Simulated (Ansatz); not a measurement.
## GaNi (Pm-3m): relaxing the cell for a phonon run

Wanted: the relaxed cell of GaNi (Pm-3m).

Main program and level: Ansatz 0.2.0; DFT PBEsol, scalar-relativistic, plane waves, PAW.

The database entry behind the starting cell differs from later determinations by our own check (about 0.2 % long), so it need not match the best structure at ambient conditions.

## Step 1: The starting structure

Symmetry: Pm-3m, No. 221, cubic system. Conventional cell: a = 2.886 Å, b = 2.886 Å, c = 2.886 Å, α = 90.00°, β = 90.00°, γ = 90.00°. Ga has 8 Ni at 2.50 Å nearest. Nearest to Ni lie 8 Ga at 2.50 Å. Farther neighbours are not listed.

Structure file:

```cif
data_structure
_symmetry_space_group_name_H-M 'P 1'
_symmetry_Int_Tables_number 1
_cell_length_a 2.8860
_cell_length_b 2.8860
_cell_length_c 2.8860
_cell_angle_alpha 90.000
_cell_angle_beta 90.000
_cell_angle_gamma 90.000
_cell_volume 24.04
loop_
_atom_site_label
_atom_site_type_symbol
_atom_site_fract_x
_atom_site_fract_y
_atom_site_fract_z
_atom_site_occupancy
Ga1 Ga 0.00000 0.00000 0.00000 1
Ni2 Ni 0.50000 0.50000 0.50000 1
```

## Step 2: A coarse first look

A quick single point on a coarse mesh tells whether the cell has a gap and how far it is from rest, which sets the k mesh and smearing that follow.

input.yaml

```yaml
crystal:
  lattice:
    - [2.886, 0.0, 0.0]
    - [0.0, 2.886, 0.0]
    - [0.0, 0.0, 2.886]
  atoms:
    - { symbol: Ga, position: [0.0, 0.0, 0.0] }
    - { symbol: Ni, position: [0.5, 0.5, 0.5] }
kpoints:
  mp_grid: { grid: [6, 6, 6] }
hamiltonian:
  xc: pbesol
scf:
  occupations: { method: gaussian, width: 0.1 }
output:
  forces: true
  stress: true
  eigenvalues: true
```

Launch:

```bash
$ ansatz run input.yaml --threads 4 --pin off --max-ram 7168MiB --backend cpu --events-out ev --progress --plain --runs-dir out
```

Numbers of over 12 decimals in the logs are rounded to 6 here.

What it wrote:

```text
Engine: ansatz 0.2.0, aarch64-unknown-linux-gnu
Pseudopotentials: kind: paw
Pseudopotential: Ga, paw, valence charge 13, recommended cutoff 420 eV (normal), Ga.paw.azcp
Pseudopotential: Ni, paw, valence charge 18, recommended cutoff 420 eV (normal), Ni.paw.azcp
Functional definition: PBEsol
  exchange = pbesol_x
  correlation = pbesol_c
Crystal: 2 atoms, lattice volume = 24.037 Å³
[...]
--- Band table (eV; the first three rows and the last of 20) ---
  k-point 0: bands = [... 12 lower, 15.1053, 15.1053, 15.1053, 21.4438, 21.4438, 21.4438, 27.0678, 27.0678]
  k-point 1: bands = [... 12 lower, 14.8547, 14.8547, 15.1060, 18.5543, 22.2729, 22.2729, 27.2260, 27.8811]
  k-point 2: bands = [... 12 lower, 14.4380, 14.4380, 15.1076, 16.1868, 24.4054, 24.4054, 27.6768, 28.6737]
  k-point 19: bands = [... 12 lower, 15.5972, 15.5972, 17.0642, 19.9854, 19.9854, 19.9854, 20.6256, 20.6256]
[key lines of the parts left out:]
SCF converged after 6 iterations
Free energy (F): -9548.975895 eV
Fermi energy:    16.483129 eV
P = ⅓ Tr σ = -1.9481 GPa (-19.481 kbar)
```

The job ended after 0.69 s (4 threads of Arm Neoverse N1, shared host; peak memory 0.28 GiB; 1.7 s of CPU time).

This run has no spin polarisation, although Ni can carry a moment.

Numbers from this step:

- pressure: -1.948 GPa
- volume per atom: 12.02 Å³
- gap on the k-mesh: 0 eV

The coarse mesh shows no gap and a pressure of -1.9 GPa.

## Step 3: Relaxation

The cell and atoms are relaxed, since residual forces and stress would shift the frequencies.

input.yaml, the sections that differ from step 2:

```yaml
kpoints:
  mp_grid: { grid: [14, 14, 14] }
output:
  forces: true
  stress: true
  eigenvalues: true
  write_density: true
  write_potential: true
  elf: true
  volumetric_format: npy
relax:
  adjacent_minimum: "off"
  f_tol: 0.005
  max_steps: 80
  cell: { stress_tol: 0.05 }
# crystal, hamiltonian, scf: as in step 2
```

What it wrote:

```text
[...]
Crystal: 2 atoms, lattice volume = 24.037 Å³
Basis set: ecut = 420 eV, 461 PW (Γ), exchange–correlation on 40×40×40 points (8 copies of the dense FFT grid, shifted against one another)
Bands: 20, of which v1, the nominal top of the filled ones, is band 16 counted from 1 (15 counted from 0)
Symmetry: 48 space group operations
[...]
k-points: 120 of 2744
[...]
SCF iter   1: F=—  HF=-9549.007663 eV  |F-HF|=—  |Δ(HF+E_count)|=         —  Δρ=2.02e-2  dr2=5.93e-2  ethr=1.77e-3  ⟨swp⟩=5.1  Hψ=9888  notcnv=0
[...]
SCF iter   6: F=-9548.999190 eV  HF=-9548.999190 eV  |F-HF|=4.62e-8  |Δ(HF+E_count)|=   1.14e-6  Δρ=1.09e-5  dr2=1.41e-8  ethr=3.23e-10  ⟨swp⟩=10.1  Hψ=18051  notcnv=0
SCF 1 converged in 6 iterations: F = -9548.999190 eV  dr2 = 1.41e-8
  Residual-converged pass: ⟨swp⟩=1.0  Hψ=2885  notcnv=0  max |occ|·‖R‖ = 7.0e-9 eV (tolerance 1.0e-8 eV)  dr2=1.41e-8  dr2_onsite=4.46e-8  max |Δocc| = 8.8e-10
[...]
relax step   1: F+E_penalty+E_count = -9548.99918979 eV  Δ(F+E_penalty+E_count) = +0.000e0 eV  max|allowed force component| = 9.046e-29 eV/Å  Δτ_max = 0.0000 Å  P = -2.312 GPa  Ω = 24.037 Å³  (6 SCF iters, dr2 threshold 1.00e-7 eV, accepted)
Crystal: 2 atoms, lattice volume = 23.829 Å³
[...]
iter 1 solved again at ethr=2.21e-7 eV; its pass at ethr=3.10e-3 eV (dr2=6.86e-5 eV) is discarded
[...]
SCF iter   6: F=-9549.001348 eV  HF=-9549.001348 eV  |F-HF|=1.46e-11  |Δ(HF+E_count)|=   1.86e-9  Δρ=3.34e-7  dr2=2.02e-11  ethr=1.20e-11  ⟨swp⟩=5.0  Hψ=12715  notcnv=0
SCF 2 converged in 6 iterations: F = -9549.001348 eV  dr2 = 2.02e-11
relax step   2: F+E_penalty+E_count = -9549.00134805 eV  Δ(F+E_penalty+E_count) = -2.158e-3 eV  max|allowed force component| = 3.221e-30 eV/Å  Δτ_max = 0.0000 Å  P = -0.848 GPa  Ω = 23.829 Å³  energy of the carried Pulay correction = +9.693e-5 eV  (6 SCF iters, dr2 threshold 2.00e-7 eV, accepted)
Crystal: 2 atoms, lattice volume = 23.710 Å³
[...]
SCF iter   6: F=-9549.001712 eV  HF=-9549.001712 eV  |F-HF|=3.64e-12  |Δ(HF+E_count)|=  5.18e-10  Δρ=1.89e-7  dr2=7.41e-12  ethr=4.45e-12  ⟨swp⟩=4.9  Hψ=12433  notcnv=0
SCF 3 converged in 6 iterations: F = -9549.001712 eV  dr2 = 7.41e-12
relax step   3: F+E_penalty+E_count = -9549.00171206 eV  Δ(F+E_penalty+E_count) = -3.640e-4 eV  max|allowed force component| = 2.136e-30 eV/Å  Δτ_max = 0.0000 Å  P = +0.022 GPa  Ω = 23.710 Å³  energy of the carried Pulay correction = +1.527e-4 eV  (6 SCF iters, dr2 threshold 2.00e-7 eV, accepted)
[...]
SCF iter   6: F=-9549.001542 eV  HF=-9549.001542 eV  |F-HF|=1.82e-12  |Δ(HF+E_count)|=  5.46e-12  Δρ=1.06e-8  dr2=1.27e-14  ethr=1.00e-12  ⟨swp⟩=3.9  Hψ=9589  notcnv=0
SCF 4 converged in 6 iterations: F = -9549.001542 eV  dr2 = 1.27e-14
relax step   4: F+E_penalty+E_count = -9549.00154180 eV  Δ(F+E_penalty+E_count) = +1.703e-4 eV  max|allowed force component| = 2.679e-30 eV/Å  Δτ_max = 0.0000 Å  P = +0.028 GPa  Ω = 23.710 Å³  stress off target by 2.82e-2 GPa  SCF on the basis re-selected at this cell (its energy is not comparable with the rows above)  (6 SCF iters)
basis re-selected at this cell: Δ(F+E_penalty+E_count) = +1.703e-4 eV, ΔP = +0.006 GPa vs the last step (what re-selecting the basis moved, of the pressure what is left beyond the Pulay correction that the steps carried, after the strain that the cell walked since its last selection, with what the two solves' SCF thresholds leave and, on support functions, any second-order correction that the steps lacked; it is no m [...]
SCF converged after 6 iterations
Free energy (F): -9549.001542 eV
[...]
Internal energy: -9548.997135 eV  (E = F + TS)
E sigma→0 (E₀):  -9548.999338 eV
Entropy (-TS):   -0.004407 eV (-2.203 meV/atom)
Fermi energy:    16.847086 eV
[...]
--- Stress (GPa, compression-positive) ---
        0.028177       0.000000      -0.000000
        0.000000       0.028177       0.000000
       -0.000000       0.000000       0.028177
  P = ⅓ Tr σ = 0.0282 GPa (0.282 kbar)
--- Band table (eV; the first three rows and the last of 120) ---
  k-point 0: bands = [... 12 lower, 15.4012, 15.4012, 15.4012, 21.7664, 21.7664, 21.7664, 27.4357, 27.4357]
  k-point 1: bands = [... 12 lower, 15.3469, 15.3469, 15.4013, 20.9668, 21.9282, 21.9282, 27.4639, 27.9020]
  k-point 2: bands = [... 12 lower, 15.2035, 15.2035, 15.4016, 19.4021, 22.3938, 22.3938, 27.5487, 28.2372]
  k-point 119: bands = [... 12 lower, 15.9072, 15.9072, 17.4226, 20.2891, 20.2891, 20.2891, 20.9725, 20.9725]
--- Relaxed structure (3 steps of the walk, 3 accepted, 1 SCFs on fresh bases) ---
  F+E_penalty+E_count = -9549.00154180 eV   max|allowed force component| = 2.679e-30 eV/Å   (the final SCF, on the basis selected at the relaxed cell)
  cell:  # Å, volume = 23.7102 Å³
    - [2.872844, 0, 0]
    - [0, 2.872844, 0]
    - [0, 0.0, 2.872844]
  atoms:
    - { symbol: Ga, position: [0, 0, 0] }
    - { symbol: Ni, position: [0.5, 0.5, 0.5] }
```

Wall time 7.5 s (4 threads); peak memory 0.38 GiB.

Relaxation path:

| step | energy less that of the first step (eV) | largest force component (eV/Å) | pressure (GPa) | volume (Å³) |
| --- | --- | --- | --- | --- |
| 1 | 0.0000 | 0.0000 | -2.31 | 24.04 |
| 2 | -0.0022 | 0.0000 | -0.85 | 23.83 |
| 3 | -0.0025 | 0.0000 | 0.02 | 23.71 |
| 4* | -0.0024 | 0.0000 | 0.03 | 23.71 |

Relaxation steps marked * repeat the geometry before them on a plane-wave basis chosen anew for their cell, so energy and pressure can jump there.

Forces are held to the 48 operations that the run works with; a distortion that breaks them can't arise in this run.

| conventional cell, symmetrised | before | after | change |
| --- | --- | --- | --- |
| a (Å) | 2.886 | 2.873 | -0.5 % |
| b (Å) | 2.886 | 2.873 | -0.5 % |
| c (Å) | 2.886 | 2.873 | -0.5 % |
| volume (Å³/atom) | 12.02 | 11.86 | -1.4 % |

Final coordinates:

```xyz
2
Lattice="2.8728 0.0000 0.0000 0.0000 2.8728 0.0000 0.0000 0.0000 2.8728" Properties=species:S:1:pos:R:3 pbc="T T T"
Ga    0.0000    0.0000    0.0000
Ni    1.4364    1.4364    1.4364
```

This step gave:

```
pressure        : 0.02818 GPa
volume per atom : 11.86 Å³
```

Electrostatic potential energy in the ac plane at fractional y = 0.500, with atoms of Ni within 0.2 Å of it. With pseudopotentials it is smooth inside the atoms' cores, unlike the true potential.

Values in eV, 15 rows by 15 columns:
```
 16  16  17  17  17  17  17  17  17  17  17  17  17  17  16
 17  17  17  17  16  16  15  14  14  15  16  16  17  17  17
 17  17  17  16  15  12   7   4   4   7  12  15  16  17  17
 18  17  16  15  10   0 -11 -17 -17 -11   0  10  15  16  17
 18  17  16  12   0 -17 -31 -38 -38 -31 -17   0  12  16  17
 18  17  15   7 -11 -31 -45 -52 -52 -45 -31 -11   7  15  17
 18  17  14   4 -17 -38 -52 -52 -52 -52 -38 -17   4  14  17
 18  17  14   4 -17 -38 -52 -52 -52 -52 -38 -17   4  14  17
 18  17  15   7 -11 -31 -45 -52 -52 -45 -31 -11   7  15  17
 18  17  16  12   0 -17 -31 -38 -38 -31 -17   0  12  16  17
 18  17  16  15  10   0 -11 -17 -17 -11   0  10  15  16  17
 17  17  17  16  15  12   7   4   4   7  12  15  16  17  17
 17  17  17  17  16  16  15  14  14  15  16  16  17  17  17
 16  16  17  17  17  17  17  17  17  17  17  17  17  17  16
 16  16  17  17  18  18  18  18  18  18  18  18  17  17  16
```
Columns run along a (2.9 Å; values clipped at the 3rd and 97th percentile), rows up along c (2.9 Å). Atoms in or near the plane, at fractional coordinates: Ni at (0.50, 0.50).

Valence density in the ac plane at fractional y = 0.500, with atoms of Ni within 0.2 Å of it. It is the smooth field of the valence electrons, not physical close to the nuclei.

Values in e/Å³, 15 rows by 15 columns:
```
 0  0  0  0  0  0  0  0  0  0  0  0  0  0  0
 0  0  0  0  0  0  0  0  0  0  0  0  0  0  0
 0  0  0  0  0  0  1  1  1  1  0  0  0  0  0
 0  0  0  0  0  1  2  2  2  2  1  0  0  0  0
 0  0  0  0  1  2  5  8  8  5  2  1  0  0  0
 0  0  0  1  2  5 14 25 25 14  5  2  1  0  0
 0  0  0  1  2  8 25 47 47 25  8  2  1  0  0
 0  0  0  1  2  8 25 47 47 25  8  2  1  0  0
 0  0  0  1  2  5 14 25 25 14  5  2  1  0  0
 0  0  0  0  1  2  5  8  8  5  2  1  0  0  0
 0  0  0  0  0  1  2  2  2  2  1  0  0  0  0
 0  0  0  0  0  0  1  1  1  1  0  0  0  0  0
 0  0  0  0  0  0  0  0  0  0  0  0  0  0  0
 0  0  0  0  0  0  0  0  0  0  0  0  0  0  0
 0  0  0  0  0  0  0  0  0  0  0  0  0  0  0
```
Columns run along a (2.9 Å), rows up along c (2.9 Å). Atoms in or near the plane, at fractional coordinates: Ni at (0.50, 0.50).

ELF in the ac plane at fractional y = 0.500, with atoms of Ni within 0.2 Å of it. It is the smooth field of the valence electrons, not physical close to the nuclei.

Ten even steps from '_' (0.17) to '@' (0.66):
```
--------::::........::::------
------::..____________..::----
----::..________________..::--
--::..______........______..::
::::______..--====--..______::
::..____..--++####++--..____..
::..____..==##@@@@##==..____..
::..____..==##@@@@##==..____..
::..____..--++####++--..____..
::::______..--====--..______::
--::..______........______..::
----::..________________..::--
------::..____________..::----
--------::::........::::------
----------::::::::::::--------
```
Columns run along a (2.9 Å), rows up along c (2.9 Å). Atoms in or near the plane, at fractional coordinates: Ni at (0.50, 0.50).

In this step the volume went from 12.02 to 11.86 Å³/atom.

## Step 4: Relaxing to small forces for the phonons

Phonons need a cell at rest on their own settings, so the relaxation is repeated with tight tolerances on forces and stress, using the mesh and the filling of the phonon run that follows.

input.yaml

```yaml
crystal:
  lattice:
    - [2.8728435007, 0.0, 0.0]
    - [0.0, 2.8728435007, 0.0]
    - [0.0, 0.0, 2.8728435007]
  atoms:
    - { symbol: Ga, position: [0.0, 0.0, 0.0] }
    - { symbol: Ni, position: [0.5, 0.5, 0.5] }
kpoints:
  mp_grid: { grid: [16, 16, 16] }
hamiltonian:
  xc: pbesol
scf:
  occupations: { method: methfessel_paxton, width: 0.15 }
output:
  forces: true
  stress: true
  eigenvalues: true
relax:
  adjacent_minimum: "off"
  f_tol: 0.001
  max_steps: 60
  cell: { stress_tol: 0.01 }
```

What it wrote:

```text
[...]
Crystal: 2 atoms, lattice volume = 23.710 Å³
Basis set: ecut = 420 eV, 461 PW (Γ), exchange–correlation on 40×40×40 points (8 copies of the dense FFT grid, shifted against one another)
Bands: 20, of which v1, the nominal top of the filled ones, is band 16 counted from 1 (15 counted from 0)
[... 1 set-up line as in the run before ...]
[...]
k-points: 165 of 4096
[...]
k-point 164: bands = [... 12 lower, 15.9018, 15.9018, 17.4215, 20.2878, 20.2878, 20.2878, 20.9699, 20.9699]
--- Relaxed structure (2 steps of the walk, 2 accepted, 1 SCFs on fresh bases) ---
[...]
cell:  # Å, volume = 23.7114 Å³
    - [2.872891, 0.0, 0]
    - [0.0, 2.872891, 0.0]
    - [0, 0.0, 2.872891]
  atoms:
    - { symbol: Ga, position: [0, 0, 0] }
    - { symbol: Ni, position: [0.5, 0.5, 0.5] }
[key lines of the parts left out:]
SCF converged after 4 iterations
Free energy (F): -9549.000994 eV
Fermi energy:    16.825830 eV
P = ⅓ Tr σ = 0.0057 GPa (0.057 kbar)
```

It took 6.9 s on 4 threads; peak memory 0.39 GiB.

Little changed from the start: no atom moved by 0.005 Å and no cell edge by 0.1 %.

This step gave:

- pressure: 0.005668 GPa

The forces vanish by symmetry and the pressure is 0.006 GPa, within the tolerances set. The cell now holds 11.86 Å³/atom.

## Step 5: Outcome

| Item | Value |
| --- | --- |
| space group after relaxation (within 0.01 Å) | Pm-3m |
| lattice constant a | 2.873 Å |
| lattice constant b | 2.873 Å |
| lattice constant c | 2.873 Å |
| volume per atom | 11.9 Å³ |

The forces vanish by symmetry and the pressure is 0.006 GPa, within the tolerances set. The cell now holds 11.86 Å³/atom. The relaxation keeps the symmetry of its start, so it says nothing on stability against lower symmetry. The runs are without spin polarisation, although the cell has an odd electron count.

[Logs are printed without paths, hosts, clocks, repeated set-up lines and the standing remarks that a program may print on its own settings, such as how far it seeks lower states.]

[Hosts, paths, dates, database ids (printed as entryN), source tags and the programs' standing remarks are cut or masked in the printed files.]
